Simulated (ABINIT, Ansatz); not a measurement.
# RbCaH3 (Pm-3m): third-order response

Wanted: vibrational spectra of RbCaH3 (Pm-3m) from linear and non-linear response.

Method: DFT LDA, scalar-relativistic, plane waves, PseudoDojo norm-conserving pseudopotentials, in ABINIT 10.8.3.

## (1) The starting structure

The structure is cubic, space group Pm-3m (No. 221). The conventional cell has a = 4.547 Å, b = 4.547 Å, c = 4.547 Å, α = 90.00°, β = 90.00°, γ = 90.00°. Nearest to Rb lie 12 H at 3.22 Å. Nearest to Ca lie 6 H at 2.27 Å. H has 2 Ca at 2.27 Å and 8 H at 3.22 Å and 4 Rb at 3.22 Å nearest. Farther neighbours are not listed.

## (2) A probe with smearing

A first run with smearing and empty bands tells whether the crystal has a gap, which decides between fixed occupations and smearing later on.

Input file probe.abi:

```
# ground state
tolvrs 1.0d-08
prtden 1
prtwf 1

# basis, mesh and filling
ecut 31.0
ngkpt 4 4 4
nshiftk 1
shiftk 0.0 0.0 0.0
istwfk *1
occopt 7
tsmear 0.005
nband 18
nstep 100
diemac 9.0
prtebands 0
prtgsr 0

# cell and atoms
acell 3*1.0 Angstrom
rprim 
    4.547 0.0 0.0
    0.0 4.547 0.0
    0.0 0.0 4.547
ntypat 3
znucl 37 20 1
natom 5
typat 1 2 3 3 3
xred 
    0.0 0.0 0.0
    0.5 0.5 0.5
    0.0 0.5 0.5
    0.5 0.0 0.5
    0.5 0.5 0.0
pp_dirpath "./pseudo"
pseudos "Rb.upf, Ca.upf, H.upf"
```

Command:

```bash
> OMP_NUM_THREADS=1 mpirun -n 4 abinit probe.abi > probe.log
```

Numbers of over 12 decimals in the logs are rounded to 6 here.

probe.abo, the main output file:

```text
[banners, grids, parts of the stress and lines that vanish by symmetry left out]
- input  file    -> probe.abi
- output file    -> probe.abo
- root for input  files -> probei
[...]
Symmetries : space group Pm -3 m (#221); Bravais cP (primitive cubic)
[...]
mpw =        5248          nfft =       91125          nkpt =          10
[...]
== DATASET  1 ==================================================================
[...]
cutoff_energies: {ecut:  31.0, pawecutdg:  -1.0, }
[...]
ETOT  1  -67.509000659329    -6.751E+01 5.193E-02 2.507E+02
 ETOT  2  -67.577380520612    -6.838E-02 1.247E-02 2.139E+01
 ETOT  3  -67.579649248911    -2.269E-03 1.874E-03 2.901E+00
 ETOT  4  -67.579809660292    -1.604E-04 1.714E-03 7.205E-02
 ETOT  5  -67.579818540884    -8.881E-06 1.008E-03 2.155E-03
 ETOT  6  -67.579818811556    -2.707E-07 2.902E-03 1.205E-04
 ETOT  7  -67.579818825310    -1.375E-08 6.768E-04 1.456E-06
 ETOT  8  -67.579818825479    -1.689E-10 1.591E-03 6.641E-09
 At SCF step    8       vres2   =  6.64E-09 < tolvrs=  1.00E-08 =>converged.
[...]
sigma(1 1)=  8.51544481E-05  sigma(3 2)=  0.00000000E+00
  sigma(2 2)=  8.51544481E-05  sigma(3 1)=  0.00000000E+00
  sigma(3 3)=  8.51544481E-05  sigma(2 1)=  0.00000000E+00
[...]
convergence: {deltae: -1.689E-10, res2:  6.641E-09, residm:  1.591E-03, diffor: null, }
etotal    :  -6.75798188E+01
[...]
sigma(1 1)=  8.51544481E-05  sigma(3 2)=  0.00000000E+00
  sigma(2 2)=  8.51544481E-05  sigma(3 1)=  0.00000000E+00
  sigma(3 3)=  8.51544481E-05  sigma(2 1)=  0.00000000E+00
[...]
- sigma(1 1)=  2.50533036E+00  sigma(3 2)=  0.00000000E+00
- sigma(2 2)=  2.50533036E+00  sigma(3 1)=  0.00000000E+00
- sigma(3 3)=  2.50533036E+00  sigma(2 1)=  0.00000000E+00
[...]
fcart     -0.0000000000E+00 -0.0000000000E+00 -0.0000000000E+00
           strten      8.5154448118E-05  8.5154448117E-05  8.5154448117E-05
================================================================================

[key lines of the parts left out:]
pressure_GPa:  -2.5053E+00
```

The job ended after 12 s (4 MPI ranks of Arm Neoverse V1, shared host).

Numbers from this step:

```yaml
volume_per_atom: 18.80 Å³
pressure: -2.505 GPa
gap_on_the_k_mesh: 2.932 eV
```

A gap of 2.9 eV opens on this mesh, so the crystal is taken as an insulator; the printed pressure holds the stress of the finite basis too.

## (3) Relaxation

The harmonic expansion needs vanishing forces, and a free crystal bears no stress, so cell and atoms are brought to rest. Stress is more sensitive to the basis than forces are: the last 3 Ha under the cutoff are smoothed with ecutsm, and the cutoff is raised above that of the later runs.

Input file relax.abi:

```
# relaxation
ionmov 2
optcell 2
dilatmx 1.08
ntime 40
tolmxf 1.0d-05
tolvrs 1.0d-14
prtwf 0
prtden 0
chksymtnons 0

# basis, mesh and filling
ecut 39.0
ecutsm 3.0
ngkpt 4 4 4
nshiftk 1
shiftk 0.0 0.0 0.0
istwfk *1
occopt 1
nband 11
nstep 100
diemac 9.0
prtebands 0
prtgsr 0

# cell and atoms
acell 3*1.0 Angstrom
rprim 
    4.547 0.0 0.0
    0.0 4.547 0.0
    0.0 0.0 4.547
ntypat 3
znucl 37 20 1
natom 5
typat 1 2 3 3 3
xred 
    0.0 0.0 0.0
    0.5 0.5 0.5
    0.0 0.5 0.5
    0.5 0.0 0.5
    0.5 0.5 0.0
pp_dirpath "./pseudo"
pseudos "Rb.upf, Ca.upf, H.upf"
```

Command:

```bash
> OMP_NUM_THREADS=1 mpirun -n 4 abinit relax.abi > relax.log
```

relax.abo, the main output file:

```text
[banners, grids, parts of the stress and lines that vanish by symmetry left out]
- input  file    -> relax.abi
- output file    -> relax.abo
- root for input  files -> relaxi
[...]
Symmetries : space group Pm -3 m (#221); Bravais cP (primitive cubic)
[...]
mpw =        9332          nfft =      157464          nkpt =          10
[...]
== DATASET  1 ==================================================================
[...]
cutoff_energies: {ecut:  39.0, pawecutdg:  -1.0, }
[...]
ETOT  1  -67.481457504460    -6.748E+01 1.625E-01 3.611E+02
 ETOT  2  -67.578763617121    -9.731E-02 5.725E-04 3.546E+01
 ETOT  3  -67.579904002876    -1.140E-03 4.364E-05 3.689E+00
 ETOT  4  -67.580035334317    -1.313E-04 6.378E-06 3.232E-02
 ETOT  5  -67.580039282761    -3.948E-06 4.836E-07 3.568E-03
[...]
At SCF step   15       vres2   =  4.39E-15 < tolvrs=  1.00E-14 =>converged.
[...]
sigma(1 1)=  8.20868744E-05  sigma(3 2)=  0.00000000E+00
  sigma(2 2)=  8.20868744E-05  sigma(3 1)=  0.00000000E+00
  sigma(3 3)=  8.20868744E-05  sigma(2 1)=  0.00000000E+00
[...]
convergence: {deltae:  1.094E-12, res2:  4.387E-15, residm:  3.927E-17, diffor: null, }
etotal    :  -6.75800400E+01
[...]
ETOT  1  -67.580076493284    -6.758E+01 2.972E-03 4.568E+00
[...]
At SCF step   13       vres2   =  9.28E-16 < tolvrs=  1.00E-14 =>converged.
[...]
sigma(1 1)=  7.71063681E-05  sigma(3 2)=  0.00000000E+00
  sigma(2 2)=  7.71063681E-05  sigma(3 1)=  0.00000000E+00
  sigma(3 3)=  7.71063681E-05  sigma(2 1)=  0.00000000E+00
[...]
convergence: {deltae:  1.990E-12, res2:  9.284E-16, residm:  5.934E-18, diffor: null, }
etotal    :  -6.75804123E+01
[...]
ETOT  1  -67.495254962072    -6.750E+01 1.533E-02 1.046E+03
[...]
At SCF step   15       vres2   =  1.03E-15 < tolvrs=  1.00E-14 =>converged.
[...]
sigma(1 1)= -1.09195413E-05  sigma(3 2)=  0.00000000E+00
  sigma(2 2)= -1.09195413E-05  sigma(3 1)=  0.00000000E+00
  sigma(3 3)= -1.09195413E-05  sigma(2 1)=  0.00000000E+00
[...]
convergence: {deltae:  2.160E-12, res2:  1.026E-15, residm:  6.917E-18, diffor: null, }
etotal    :  -6.75827013E+01
[...]
ETOT  1  -67.581948900064    -6.758E+01 2.327E-07 1.153E+01
[...]
At SCF step   13       vres2   =  1.01E-15 < tolvrs=  1.00E-14 =>converged.
[...]
sigma(1 1)=  1.07949569E-06  sigma(3 2)=  0.00000000E+00
  sigma(2 2)=  1.07949569E-06  sigma(3 1)=  0.00000000E+00
  sigma(3 3)=  1.07949569E-06  sigma(2 1)=  0.00000000E+00
[...]
convergence: {deltae: -1.720E-12, res2:  1.011E-15, residm:  1.183E-17, diffor: null, }
etotal    :  -6.75827345E+01
[...]
ETOT  1  -67.582728214418    -6.758E+01 4.136E-08 9.590E-02
[...]
ETOT 11  -67.582734849432    -5.969E-13 1.009E-17 1.791E-14
 ETOT 12  -67.582734849433    -1.165E-12 1.158E-18 3.672E-16
 At SCF step   12       vres2   =  3.67E-16 < tolvrs=  1.00E-14 =>converged.
[...]
sigma(1 1)=  1.20648898E-08  sigma(3 2)=  0.00000000E+00
  sigma(2 2)=  1.20648898E-08  sigma(3 1)=  0.00000000E+00
  sigma(3 3)=  1.20648898E-08  sigma(2 1)=  0.00000000E+00
[...]
convergence: {deltae: -1.165E-12, res2:  3.672E-16, residm:  1.158E-18, diffor: null, }
etotal    :  -6.75827348E+01
[...]
At Broyd/MD step   5, gradients are converged :
[...]
sigma(1 1)=  1.20648898E-08  sigma(3 2)=  0.00000000E+00
  sigma(2 2)=  1.20648898E-08  sigma(3 1)=  0.00000000E+00
  sigma(3 3)=  1.20648898E-08  sigma(2 1)=  0.00000000E+00
[...]
- sigma(1 1)=  3.54961313E-04  sigma(3 2)=  0.00000000E+00
- sigma(2 2)=  3.54961313E-04  sigma(3 1)=  0.00000000E+00
- sigma(3 3)=  3.54961313E-04  sigma(2 1)=  0.00000000E+00
[...]
fcart     -0.0000000000E+00 -0.0000000000E+00 -0.0000000000E+00
           strten      1.2064889792E-08  1.2064889792E-08  1.2064889793E-08
================================================================================

[key lines of the parts left out:]
pressure_GPa:  -3.5496E-04
Total energy (etotal) [Ha]= -6.75827348494330E+01
```

It took 70 s on 4 MPI ranks.

Relaxation path:

| step | energy less that of the first step (eV) | largest force (eV/Å) | volume (Å³) |
| --- | --- | --- | --- |
| 1 | 0.0000 | 0.0000 | 94.01 |
| 2 | -0.0101 | 0.0000 | 93.32 |
| 3 | -0.0724 | 0.0000 | 84.11 |
| 4 | -0.0733 | 0.0000 | 85.12 |
| 5 | -0.0733 | 0.0000 | 85.02 |

| conventional cell, symmetrised | before | after | change |
| --- | --- | --- | --- |
| a (Å) | 4.547 | 4.397 | -3.3 % |
| b (Å) | 4.547 | 4.397 | -3.3 % |
| c (Å) | 4.547 | 4.397 | -3.3 % |
| volume (Å³/atom) | 18.80 | 17.00 | -9.6 % |

Final coordinates:

```xyz
5
Lattice="4.3972 0.0000 0.0000 0.0000 4.3972 0.0000 0.0000 0.0000 4.3972" Properties=species:S:1:pos:R:3 pbc="T T T"
Rb    0.0000    0.0000    0.0000
Ca    2.1986    2.1986    2.1986
H     0.0000    2.1986    2.1986
H     2.1986    0.0000    2.1986
H     2.1986    2.1986    0.0000
```

Numbers from this step:

```yaml
volume_per_atom: 17.00 Å³
pressure: -3.55e-4 GPa
```

The volume changes by -9.6 % in this run and stands -9.6 % from the first cell.

## (4) Self-consistent run for the response

The response is built on these wavefunctions, so the potential is converged far more tightly than an energy would need. The mesh is shifted off Γ, since shifted meshes converge sums over the zone faster.

Input file gs.abi:

```
# ground state
tolvrs 1.0d-16
prtden 1
prtwf 1

# basis, mesh and filling
ecut 31.0
ngkpt 4 4 4
nshiftk 1
shiftk 0.5 0.5 0.5
istwfk *1
occopt 1
nband 11
nstep 100
diemac 9.0
prtebands 0
prtgsr 0

# cell and atoms
acell 3*1.0 Angstrom
rprim 
    4.397240053 0.0 0.0
    0.0 4.397240053 0.0
    0.0 0.0 4.397240053
ntypat 3
znucl 37 20 1
natom 5
typat 1 2 3 3 3
xred 
    0.0 0.0 0.0
    0.5 0.5 0.5
    0.0 0.5 0.5
    0.5 0.0 0.5
    0.5 0.5 0.0
pp_dirpath "./pseudo"
pseudos "Rb.upf, Ca.upf, H.upf"
```

Command:

```bash
> OMP_NUM_THREADS=1 mpirun -n 4 abinit gs.abi > gs.log
```

gs.abo, the main output file:

```text
[banners, grids, parts of the stress and lines that vanish by symmetry left out]
- input  file    -> gs.abi
- output file    -> gs.abo
- root for input  files -> gsi
[...]
Symmetries : space group Pm -3 m (#221); Bravais cP (primitive cubic)
[...]
mpw =        4743          nfft =       91125          nkpt =           4
[...]
== DATASET  1 ==================================================================
[...]
cutoff_energies: {ecut:  31.0, pawecutdg:  -1.0, }
[...]
ETOT  1  -67.410127055220    -6.741E+01 1.676E-01 2.378E+02
 ETOT  2  -67.581169833908    -1.710E-01 6.024E-04 2.128E+01
 ETOT  3  -67.582406649224    -1.237E-03 4.414E-05 1.671E+00
 ETOT  4  -67.582524943789    -1.183E-04 9.548E-06 6.393E-03
 ETOT  5  -67.582528074871    -3.131E-06 3.615E-07 1.248E-03
[...]
ETOT 15  -67.582528518097     4.405E-13 2.788E-17 1.112E-14
 ETOT 16  -67.582528518096     1.180E-12 4.059E-18 9.241E-17
 At SCF step   16       vres2   =  9.24E-17 < tolvrs=  1.00E-16 =>converged.
[...]
sigma(1 1)=  3.65131729E-06  sigma(3 2)=  0.00000000E+00
  sigma(2 2)=  3.65131729E-06  sigma(3 1)=  0.00000000E+00
  sigma(3 3)=  3.65131729E-06  sigma(2 1)=  0.00000000E+00
[...]
convergence: {deltae:  1.180E-12, res2:  9.241E-17, residm:  4.059E-18, diffor: null, }
etotal    :  -6.75825285E+01
[...]
sigma(1 1)=  3.65131729E-06  sigma(3 2)=  0.00000000E+00
  sigma(2 2)=  3.65131729E-06  sigma(3 1)=  0.00000000E+00
  sigma(3 3)=  3.65131729E-06  sigma(2 1)=  0.00000000E+00
[...]
- sigma(1 1)=  1.07425464E-01  sigma(3 2)=  0.00000000E+00
- sigma(2 2)=  1.07425464E-01  sigma(3 1)=  0.00000000E+00
- sigma(3 3)=  1.07425464E-01  sigma(2 1)=  0.00000000E+00
[...]
fcart     -0.0000000000E+00 -0.0000000000E+00 -0.0000000000E+00
           strten      3.6513172940E-06  3.6513172940E-06  3.6513172940E-06
================================================================================

[key lines of the parts left out:]
pressure_GPa:  -1.0743E-01
```

Wall time 6 s (4 MPI ranks).

Read from the output:

```yaml
pressure: -0.1074 GPa
```

The cell stands at -0.11 GPa: the relaxation ran with a smoothed and higher cutoff and on another k mesh.

## (5) The gap at rest

Empty bands on the ground state's density check that the gap assumed so far is there in this cell.

Input file gap.abi:

```
# empty bands on the ground state's density
iscf -2
getden_filepath "gso_DEN"
tolwfr 1.0d-12
nbdbuf 2
prtwf 0

# basis, mesh and filling
ecut 31.0
ngkpt 4 4 4
nshiftk 1
shiftk 0.0 0.0 0.0
istwfk *1
occopt 1
nband 15
nstep 100
diemac 9.0
prtebands 0
prtgsr 0

# cell and atoms
acell 3*1.0 Angstrom
rprim 
    4.397240053 0.0 0.0
    0.0 4.397240053 0.0
    0.0 0.0 4.397240053
ntypat 3
znucl 37 20 1
natom 5
typat 1 2 3 3 3
xred 
    0.0 0.0 0.0
    0.5 0.5 0.5
    0.0 0.5 0.5
    0.5 0.0 0.5
    0.5 0.5 0.0
pp_dirpath "./pseudo"
pseudos "Rb.upf, Ca.upf, H.upf"
```

Command:

```bash
> OMP_NUM_THREADS=1 mpirun -n 4 abinit gap.abi > gap.log
```

gap.abo, the main output file:

```text
[banners, grids, parts of the stress and lines that vanish by symmetry left out]
- input  file    -> gap.abi
- output file    -> gap.abo
- root for input  files -> gapi
[...]
Symmetries : space group Pm -3 m (#221); Bravais cP (primitive cubic)
[...]
mpw =        4748          nfft =       91125          nkpt =          10
[...]
== DATASET  1 ==================================================================
[...]
cutoff_energies: {ecut:  31.0, pawecutdg:  -1.0, }
[...]
-outvars: echo values of variables after computation
            acell      1.8897261259E+00  1.8897261259E+00  1.8897261259E+00 Bohr
================================================================================
```

Elapsed: 14 s, on 4 MPI ranks; 56 s of CPU time.

Read from the output:

```
gap on the k-mesh : 2.829 eV
```

In this cell the gap on the mesh is 2.8 eV, direct, so fixed occupations hold.

[end of part 1 of 3]

[Host names and launcher messages were left out of these logs when they were recorded.]

[Logs are printed without paths, hosts, clocks, repeated set-up lines and the standing remarks that a program may print on its own settings, such as how far it seeks lower states.]

[Hosts, paths, dates, database ids (printed as entryN), source tags and the programs' standing remarks are cut or masked in the printed files.]
